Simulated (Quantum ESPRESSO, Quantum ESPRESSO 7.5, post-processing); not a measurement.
**Al(111), 5 layers: solver and mixing choices**

Which eigensolver and mixing suits Al(111), 5 layers? The physics should not care; the clock does.

Calculated with Quantum ESPRESSO 7.5; plane-wave DFT, PBE, SSSP efficiency pseudopotentials.

Most raw output is cut from this account.

### 1. The structure

The cell holds 5 atoms: 5 Al. Its edges and angles: a = 2.864 Å, b = 2.864 Å, c = 25.353 Å, α = 90.0°, β = 90.0°, γ = 60.0°. It derives from Al. Vacuum lies along c.

As a file:

```cif
data_structure
_symmetry_space_group_name_H-M 'P 1'
_symmetry_Int_Tables_number 1
_cell_length_a 2.8638
_cell_length_b 2.8638
_cell_length_c 25.3531
_cell_angle_alpha 90.000
_cell_angle_beta 90.000
_cell_angle_gamma 60.000
_cell_volume 180.07
loop_
_atom_site_label
_atom_site_type_symbol
_atom_site_fract_x
_atom_site_fract_y
_atom_site_fract_z
_atom_site_occupancy
Al1 Al 0.66667 0.66667 0.81554 1
Al2 Al 0.00000 0.00000 0.90777 1
Al3 Al 0.33333 0.33333 0.00000 1
Al4 Al 0.66667 0.66667 0.09223 1
Al5 Al 0.00000 0.00000 0.18446 1
```

### 2. SCF with pw.x: david, local-TF mixing, beta 0.4, history 8

The first run is the reference of the series.

The input, c0.in:

```
&control
  prefix = 'c0'
  outdir = './out'
  pseudo_dir = './pseudo'
  calculation = 'scf'
  tprnfor = .true.
/
&system
  ibrav = 0
  nat = 5
  ntyp = 1
  ecutwfc = 45
  ecutrho = 360
  occupations = 'smearing'
  smearing = 'mv'
  degauss = 0.02
  assume_isolated = 'esm'
  esm_bc = 'bc1'
/
&electrons
  conv_thr = 1e-07
  mixing_beta = 0.4
  electron_maxstep = 80
  mixing_mode = 'local-TF'
  diagonalization = 'david'
  mixing_ndim = 8
/
ATOMIC_SPECIES
  Al  26.9815  Al.pbe-n-kjpaw_psl.1.0.0.UPF
CELL_PARAMETERS angstrom
  2.86378246380552 0.00000000000000 0.00000000000000
  1.43189123190276 2.48010836456797 0.00000000000000
  0.00000000000000 0.00000000000000 25.35307436087194
ATOMIC_POSITIONS crystal
  Al  0.666666666700 0.666666666700 -0.184456413998
  Al  0.000000000000 0.000000000000 -0.092228206999
  Al  0.333333333300 0.333333333300 0.000000000000
  Al  0.666666666700 0.666666666700 0.092228206999
  Al  0.000000000000 0.000000000000 0.184456413998
K_POINTS automatic
  12 12 1 0 0 0
```

Command:

```sh
OMP_NUM_THREADS=1 mpirun -n 4 pw.x -nk 4 -in c0.in > c0.out
```

Run time: 49 s. Hardware: 4 MPI ranks of Arm Neoverse V2, shared host; peak memory 0.85 GiB.

This step gave:

```
free energy                                                    : -2686.5928 eV
Fermi energy                                                   : -4.105 eV
vacuum line at the lower end of the cell, over the Fermi level : 4.105 eV
vacuum line at the upper end of the cell, over the Fermi level : 4.105 eV
```

The potential energy, planar mean oscillates, so the rows of the table below give means over windows of 2.28 Å about each position, cut where the curve ends. Its maxima inside the range that stand out by 2 % of the span (Å: eV): -3.5: -0.505, -1.2: -0.459, 1.2: -0.459, 3.5: -0.505. Its minima: -4.7: -10.7, -2.4: -10.7, 0.0: -10.8, 2.4: -10.7, 4.7: -10.7.

Electrostatic potential energy of an electron; zero at the Fermi level. The potential energy, planar mean by z; means over each step:

z (Å), potential energy, planar mean (eV) and a bar from the least value:
```
   -11.54        4.1 ##############################
    -9.26        4.1 ##############################
    -6.98        3.6 ############################
    -4.70       -5.4 #
    -2.42       -5.6 
    -0.14       -5.6 
     2.14       -5.6 
     4.42       -5.5 
     6.70        3.1 ###########################
     8.98        4.1 ##############################
    11.26        4.1 ##############################
```

The program's own clock; routines nest. Time by routine:

```
  routine  wall time (s)  calls
    PWSCF          48.25      1
electrons          46.47      1
  c_bands          20.94     28
  cegterg          15.44    140
    h_psi          12.34   1000
     fftw           9.95  12760
 vloc_psi           9.52   1000
  PAW_pot           6.69     29
  mix_rho           6.44     28
 sum_band            5.5     28
 v_of_rho           3.99     29
     ffts           3.77   2628
     newd           3.14     29
      fft           1.93    386
```

The vacuum levels are read from the outermost 0.7 Å of the cell on either side.

The run needed 28 iterations to bring the estimated error under 1e-07 Ry; the largest force on any atom, held or free, is 0.08 eV/Å.

Inside the slab this potential holds the local part of the pseudopotentials, which can be repulsive at the nuclei; only its value in the vacuum has a meaning of its own.

### 3. SCF with pw.x: david, plain mixing, beta 0.4, history 8

c1.in, as its differences from the input of step 2:

```diff
@@ -1,3 +1,3 @@
 &control
-  prefix = 'c0'
+  prefix = 'c1'
   outdir = './out'
@@ -23,3 +23,3 @@
   electron_maxstep = 80
-  mixing_mode = 'local-TF'
+  mixing_mode = 'plain'
   diagonalization = 'david'
```

Command:

```sh
OMP_NUM_THREADS=1 mpirun -n 4 pw.x -nk 4 -in c1.in > c1.out
```

It took 54 s on 4 MPI ranks; peak memory 0.83 GiB.

Numbers from this step:

- Fermi energy: -4.109 eV
- vacuum line at the lower end of the cell, over the Fermi level: 4.109 eV
- vacuum line at the upper end of the cell, over the Fermi level: 4.109 eV

The program's own clock; routines nest. Time by routine:

```
   routine  wall time (s)  calls
     PWSCF          53.94      1
 electrons          52.13      1
   c_bands          29.84     32
   cegterg          19.29    168
     h_psi           15.5    993
      fftw          12.53  16098
  vloc_psi          12.13    993
   PAW_pot           7.71     33
  sum_band            6.3     32
  v_of_rho           4.39     33
      newd           3.58     33
       fft           2.18    438
    calbec           2.06   1173
add_vuspsi           1.69    993
```

Counted from each run's own zero (the Fermi level), the vacuum level differs from the first run's by +4 meV.

### 4. Self-consistent run: david, plain mixing, beta 0.7, history 8

c2.in, as its differences from the input of step 3:

```diff
@@ -1,3 +1,3 @@
 &control
-  prefix = 'c1'
+  prefix = 'c2'
   outdir = './out'
@@ -21,3 +21,3 @@
   conv_thr = 1e-07
-  mixing_beta = 0.4
+  mixing_beta = 0.7
   electron_maxstep = 80
```

Command:

```sh
OMP_NUM_THREADS=1 mpirun -n 4 pw.x -nk 4 -in c2.in > c2.out
```

The job ended after 49 s (4 MPI ranks; peak memory 0.85 GiB; 3.2 min of CPU time).

The program's own clock; routines nest. Time by routine:

```
   routine  wall time (s)  calls
     PWSCF          48.18      1
 electrons          46.39      1
   c_bands          26.78     28
   cegterg          16.59    140
     h_psi          13.21   1044
      fftw          10.56  13520
  vloc_psi          10.19   1044
   PAW_pot            6.8     29
  sum_band           5.55     28
  v_of_rho           3.88     29
      newd           3.21     29
       fft           1.93    386
    calbec           1.84   1204
add_vuspsi           1.53   1044
```

Counted from each run's own zero (the Fermi level), the vacuum level differs from the first run's by +4 meV.

### 5. Self-consistent run: david, TF mixing, beta 0.4, history 8

c3.in, as its differences from the input of step 4:

```diff
@@ -1,3 +1,3 @@
 &control
-  prefix = 'c2'
+  prefix = 'c3'
   outdir = './out'
@@ -21,5 +21,5 @@
   conv_thr = 1e-07
-  mixing_beta = 0.7
+  mixing_beta = 0.4
   electron_maxstep = 80
-  mixing_mode = 'plain'
+  mixing_mode = 'TF'
   diagonalization = 'david'
```

Command:

```sh
OMP_NUM_THREADS=1 mpirun -n 4 pw.x -nk 4 -in c3.in > c3.out
```

It took 51 s on 4 MPI ranks; peak memory 0.85 GiB; 3.4 min of CPU time.

This step gave:

| Item | Value |
| --- | --- |
| Fermi energy | -4.111 eV |
| vacuum line at the lower end of the cell, over the Fermi level | 4.111 eV |
| vacuum line at the upper end of the cell, over the Fermi level | 4.111 eV |

The program's own clock; routines nest. Time by routine:

```csv
routine,wall time (s),calls
PWSCF,50.5,1
electrons,48.73,1
c_bands,23.3,36
cegterg,17.67,180
h_psi,14.13,1202
fftw,11.58,14878
vloc_psi,10.88,1202
PAW_pot,8.69,37
sum_band,7.12,36
v_of_rho,5.16,37
newd,4.06,37
fft,2.43,490
calbec,2.04,1402
add_vuspsi,1.65,1202
```

Counted from each run's own zero (the Fermi level), the vacuum level differs from the first run's by +6 meV.

### 6. SCF with pw.x: david, local-TF mixing, beta 0.7, history 8

c4.in, as its differences from the input of step 5:

```diff
@@ -1,3 +1,3 @@
 &control
-  prefix = 'c3'
+  prefix = 'c4'
   outdir = './out'
@@ -21,5 +21,5 @@
   conv_thr = 1e-07
-  mixing_beta = 0.4
+  mixing_beta = 0.7
   electron_maxstep = 80
-  mixing_mode = 'TF'
+  mixing_mode = 'local-TF'
   diagonalization = 'david'
```

Command:

```sh
OMP_NUM_THREADS=1 mpirun -n 4 pw.x -nk 4 -in c4.in > c4.out
```

Wall time 31 s (4 MPI ranks); peak memory 0.62 GiB.

Read from the output:

* Fermi energy: -4.108 eV
* vacuum line at the lower end of the cell, over the Fermi level: 4.108 eV
* vacuum line at the upper end of the cell, over the Fermi level: 4.108 eV

The program's own clock; routines nest. Time by routine:

| routine | wall time (s) | calls |
| --- | --- | --- |
| PWSCF | 30.76 | 1 |
| electrons | 28.99 | 1 |
| c_bands | 15.66 | 15 |
| cegterg | 11.21 | 75 |
| h_psi | 8.84 | 812 |
| fftw | 6.87 | 8798 |
| vloc_psi | 6.74 | 812 |
| PAW_pot | 3.72 | 16 |
| mix_rho | 3 | 15 |
| sum_band | 2.99 | 15 |
| v_of_rho | 2.22 | 16 |
| newd | 1.76 | 16 |
| ffts | 1.76 | 1227 |
| calbec | 1.24 | 907 |

Counted from each run's own zero (the Fermi level), the vacuum level differs from the first run's by +3 meV.

### 7. SCF with pw.x: david, local-TF mixing, beta 0.2, history 8

c5.in, as its differences from the input of step 6:

```diff
@@ -1,3 +1,3 @@
 &control
-  prefix = 'c4'
+  prefix = 'c5'
   outdir = './out'
@@ -21,3 +21,3 @@
   conv_thr = 1e-07
-  mixing_beta = 0.7
+  mixing_beta = 0.2
   electron_maxstep = 80
```

Command:

```sh
OMP_NUM_THREADS=1 mpirun -n 4 pw.x -nk 4 -in c5.in > c5.out
```

Elapsed: 57 s, on 4 MPI ranks; peak memory 0.85 GiB; 3.8 min of CPU time.

Read from the output:

* Fermi energy: -4.110 eV
* vacuum line at the lower end of the cell, over the Fermi level: 4.110 eV
* vacuum line at the upper end of the cell, over the Fermi level: 4.110 eV

The program's own clock; routines nest. Time by routine:

```
  routine  wall time (s)  calls
    PWSCF           56.8      1
electrons          55.01      1
  c_bands          25.48     32
  cegterg          16.86    160
    h_psi          13.55    985
     fftw          11.08  14164
 vloc_psi          10.53    985
  mix_rho           7.78     32
  PAW_pot           7.57     33
 sum_band           6.27     32
     ffts           4.59   3132
 v_of_rho           4.55     33
     newd           3.55     33
      fft           2.18    438
```

Counted from each run's own zero (the Fermi level), the vacuum level differs from the first run's by +5 meV.

### 8. Ground state: david, local-TF mixing, beta 0.4, history 4

c6.in, as its differences from the input of step 7:

```diff
@@ -1,3 +1,3 @@
 &control
-  prefix = 'c5'
+  prefix = 'c6'
   outdir = './out'
@@ -21,3 +21,3 @@
   conv_thr = 1e-07
-  mixing_beta = 0.2
+  mixing_beta = 0.4
   electron_maxstep = 80
@@ -25,3 +25,3 @@
   diagonalization = 'david'
-  mixing_ndim = 8
+  mixing_ndim = 4
 /
```

Command:

```sh
OMP_NUM_THREADS=1 mpirun -n 4 pw.x -nk 4 -in c6.in > c6.out
```

Run time: 36 s. Hardware: 4 MPI ranks; peak memory 0.81 GiB; 2.4 min of CPU time.

This step gave:

- Fermi energy: -4.105 eV
- vacuum line at the lower end of the cell, over the Fermi level: 4.105 eV
- vacuum line at the upper end of the cell, over the Fermi level: 4.105 eV

The program's own clock; routines nest. Time by routine:

```csv
routine,wall time (s),calls
PWSCF,35.51,1
electrons,33.69,1
c_bands,16.53,19
cegterg,12.75,95
h_psi,10.05,941
fftw,7.85,10098
vloc_psi,7.66,941
PAW_pot,5.19,20
sum_band,3.75,19
mix_rho,3.58,19
v_of_rho,2.77,20
newd,2.18,20
ffts,2.08,1435
calbec,1.42,1056
```

Counted from each run's own zero (the Fermi level), the vacuum level differs from the first run's by +1 meV.

### 9. Self-consistent run: cg, local-TF mixing, beta 0.4, history 8

c7.in, as its differences from the input of step 8:

```diff
@@ -1,3 +1,3 @@
 &control
-  prefix = 'c6'
+  prefix = 'c7'
   outdir = './out'
@@ -24,4 +24,4 @@
   mixing_mode = 'local-TF'
-  diagonalization = 'david'
-  mixing_ndim = 4
+  diagonalization = 'cg'
+  mixing_ndim = 8
 /
```

Command:

```sh
OMP_NUM_THREADS=1 mpirun -n 4 pw.x -nk 4 -in c7.in > c7.out
```

Elapsed: 32 s, on 4 MPI ranks; peak memory 0.84 GiB; 2.1 min of CPU time.

This step gave:

- Fermi energy: -4.109 eV
- vacuum line at the lower end of the cell, over the Fermi level: 4.109 eV
- vacuum line at the upper end of the cell, over the Fermi level: 4.109 eV

The program's own clock; routines nest. Time by routine:

```
  routine  wall time (s)  calls
    PWSCF          31.51      1
electrons          29.74      1
  c_bands          15.56     16
 ccgdiagg          12.13     80
    h_psi           9.96   2811
  hs_1psi           9.18   2731
     fftw           6.69   8422
 vloc_psi           6.57   2811
  PAW_pot              4     17
 sum_band           3.18     16
  mix_rho           3.11     16
    s_psi            2.8   5542
   calbec           2.79   5642
   s_1psi           2.46   2731
```

Counted from each run's own zero (the Fermi level), the vacuum level differs from the first run's by +4 meV.

### 10. Ground state: ppcg, local-TF mixing, beta 0.4, history 8

c8.in, as its differences from the input of step 9:

```diff
@@ -1,3 +1,3 @@
 &control
-  prefix = 'c7'
+  prefix = 'c8'
   outdir = './out'
@@ -24,3 +24,3 @@
   mixing_mode = 'local-TF'
-  diagonalization = 'cg'
+  diagonalization = 'ppcg'
   mixing_ndim = 8
```

Command:

```sh
OMP_NUM_THREADS=1 mpirun -n 4 pw.x -nk 4 -in c8.in > c8.out
```

The job ended after 0.5 s (4 MPI ranks; peak memory 0.09 GiB).

The program refused the input before any cycle.

The fault put into the input: an eigensolver that this release has dropped (electrons.diagonalization = "ppcg").

The message: “iosys (1): PPCG diagonalization not supported anymore (Dec. 2024)”. This release no longer has that solver; david, paro or rmm-davidson serve.

### 11. Ground state: paro, local-TF mixing, beta 0.4, history 8

c9.in, as its differences from the input of step 10:

```diff
@@ -1,3 +1,3 @@
 &control
-  prefix = 'c8'
+  prefix = 'c9'
   outdir = './out'
@@ -24,3 +24,3 @@
   mixing_mode = 'local-TF'
-  diagonalization = 'ppcg'
+  diagonalization = 'paro'
   mixing_ndim = 8
```

Command:

```sh
OMP_NUM_THREADS=1 mpirun -n 4 pw.x -nk 4 -in c9.in > c9.out
```

The job ended after 61 s (4 MPI ranks; peak memory 0.86 GiB).

The program's own clock; routines nest. Time by routine:

```
     routine  wall time (s)  calls
       PWSCF          60.19      1
   electrons          58.41      1
     c_bands          44.04     16
      paro_k          36.59     80
       h_psi          27.57   3086
    vloc_psi          20.41   3086
        fftw          19.38  24800
     PAW_pot              4     17
      calbec           3.71   3186
  add_vuspsi           3.57   3086
h_psi:calbec           3.48   3086
       s_psi           3.44   3086
     mix_rho           3.34     16
    sum_band           3.18     16
```

Counted from each run's own zero (the Fermi level), the vacuum level differs from the first run's by +4 meV.

### 12. Self-consistent run: rmm-davidson, local-TF mixing, beta 0.4, history 8

c10.in, as its differences from the input of step 11:

```diff
@@ -1,3 +1,3 @@
 &control
-  prefix = 'c9'
+  prefix = 'c10'
   outdir = './out'
@@ -24,3 +24,3 @@
   mixing_mode = 'local-TF'
-  diagonalization = 'paro'
+  diagonalization = 'rmm-davidson'
   mixing_ndim = 8
```

Command:

```sh
OMP_NUM_THREADS=1 mpirun -n 4 pw.x -nk 4 -in c10.in > c10.out
```

Wall time 32 s (4 MPI ranks); peak memory 0.86 GiB; 2.1 min of CPU time.

Numbers from this step:

```
Fermi energy                                                   : -4.108 eV
vacuum line at the lower end of the cell, over the Fermi level : 4.108 eV
vacuum line at the upper end of the cell, over the Fermi level : 4.108 eV
```

The program's own clock; routines nest. Time by routine:

| routine | wall time (s) | calls |
| --- | --- | --- |
| PWSCF | 31.03 | 1 |
| electrons | 29.27 | 1 |
| c_bands | 11.63 | 20 |
| h_psi | 8.05 | 616 |
| fftw | 6.59 | 8426 |
| vloc_psi | 6.22 | 616 |
| PAW_pot | 4.88 | 21 |
| sum_band | 4 | 20 |
| mix_rho | 3.87 | 20 |
| crmmdiagg | 3.81 | 70 |
| v_of_rho | 2.88 | 21 |
| wfcrot | 2.37 | 75 |
| newd | 2.32 | 21 |
| ffts | 2.25 | 1564 |

Counted from each run's own zero (the Fermi level), the vacuum level differs from the first run's by +4 meV.

### 13. The series side by side

All levels:

```csv
level,vacuum level over the Fermi level (eV),its change from the first (meV),energy from the first (meV an atom),SCF iterations,wall time (s),peak memory (GiB),CPU time (s)
"david, local-TF mixing, beta 0.4, history 8",4.105,0,0,28,48.8,0.85,194.8
"david, plain mixing, beta 0.4, history 8",4.109,4.4,-5.71e-4,32,54.48,0.83,217.6
"david, plain mixing, beta 0.7, history 8",4.109,4.1,-1.09e-4,28,48.74,0.85,194.5
"david, TF mixing, beta 0.4, history 8",4.111,5.9,-4.35e-4,36,51.05,0.85,203.8
"david, local-TF mixing, beta 0.7, history 8",4.108,3,-2.18e-4,15,31.31,0.62,124.8
"david, local-TF mixing, beta 0.2, history 8",4.11,5.1,-4.08e-4,32,57.35,0.85,229
"david, local-TF mixing, beta 0.4, history 4",4.105,0.6,-5.17e-4,19,36.06,0.81,143.8
"cg, local-TF mixing, beta 0.4, history 8",4.109,3.8,-6.53e-4,16,32.06,0.84,127.9
"paro, local-TF mixing, beta 0.4, history 8",4.109,4.5,-5.99e-4,16,60.74,0.86,242.5
"rmm-davidson, local-TF mixing, beta 0.4, history 8",4.108,3.6,-6.53e-4,20,31.58,0.86,125.9
```

### 14. Results

- fastest: david, local-TF mixing, beta 0.7, history 8: 31 s, 15 iterations
- slowest that converged: paro, local-TF mixing, beta 0.4, history 8: 61 s, 16 iterations
- fewest iterations: david, local-TF mixing, beta 0.7, history 8: 15
- largest change of the vacuum level: 6 meV

The fastest choice is david, local-TF mixing, beta 0.7, history 8: 31 s, 15 iterations. The converged runs took 15 to 36 iterations and agree within 6 meV in the vacuum level; counts also move with the parallel layout and the random start, so differences of a few iterations rank nothing. Refused or stopped by an error: ppcg, local-TF mixing, beta 0.4, history 8. The times come from a shared host and are rough. Peak memory is sampled during the run and can miss the peak. The geometry is as built, not relaxed.

[Logs are printed without paths, hosts, clocks, repeated set-up lines and the standing remarks that a program may print on its own settings, such as how far it seeks lower states.]

[Hosts, paths, dates, database ids (printed as entryN), source tags and the programs' standing remarks are cut or masked in the printed files.]

[Maps of the electrostatic potential energy from Ansatz leave out the sawtooth potential of an applied field or a dipole correction, so their vacuum need not be flat; planar profiles and work functions include it.]
